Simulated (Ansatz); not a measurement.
# HoPt3: which shell does photoemission see at 21.2 and 100 eV? (LDA)

The valence band of HoPt3 mixes several shells. Work out by hand which one leads the spectrum's area at each photon energy.

Filled states come from the projected DOS of Ansatz 0.2.0 (LDA+U, plane waves); cross sections σ and asymmetry parameters β are those of free atoms in a Dirac–Hartree–Slater calculation. A shell's area is states × σ × angular factor, which is 1 + β·P₂(cos θ) for linear light, with θ = 54.7° from the polarisation and P₂ = 0.001.

**At 21.2 eV** (states counted from 11.2 eV below the zero; other shells add 6.5 to the products' sum of 104):

| shell | filled states a cell | cross section (Mb an electron) | β | angular factor | product | share by hand (%) | share in the simulated spectrum (%) |
| --- | --- | --- | --- | --- | --- | --- | --- |
| Pt 5d | 26.71 | 3.62 | -0.01 | 1.00 | 96.6 | 93 | 93 |
| Ho 4f | 10.04 | 0.132 | 1.70 | 1.00 | 1.33 | 1 | 1 |

**At 100 eV** (states counted from 24.9 eV below the zero; other shells add 0.44 to the products' sum of 11):

| shell | filled states a cell | cross section (Mb an electron) | β | angular factor | product | share by hand (%) | share in the simulated spectrum (%) |
| --- | --- | --- | --- | --- | --- | --- | --- |
| Pt 5d | 26.78 | 0.152 | 1.75 | 1.00 | 4.08 | 37 | 37 |
| Ho 4f | 10.04 | 0.646 | 0.36 | 1.00 | 6.49 | 59 | 59 |

Pt 5d leads at 21.2 eV and Ho 4f at 100 eV. Between the two energies σ of Pt 5d changes by a factor 0.042 and that of Ho 4f by 4.9, so their ratio moves 116-fold in favour of the second. The simulated spectrum uses the same rule on the energy-resolved DOS, so the two share columns agree within a few points.

Only crystals where the two columns agree within 4 points and the lead is clear are worked in this form. Free-atom cross sections ignore the solid's final states, no escape depth or background enters, and the count of states a shell hangs on the projection.
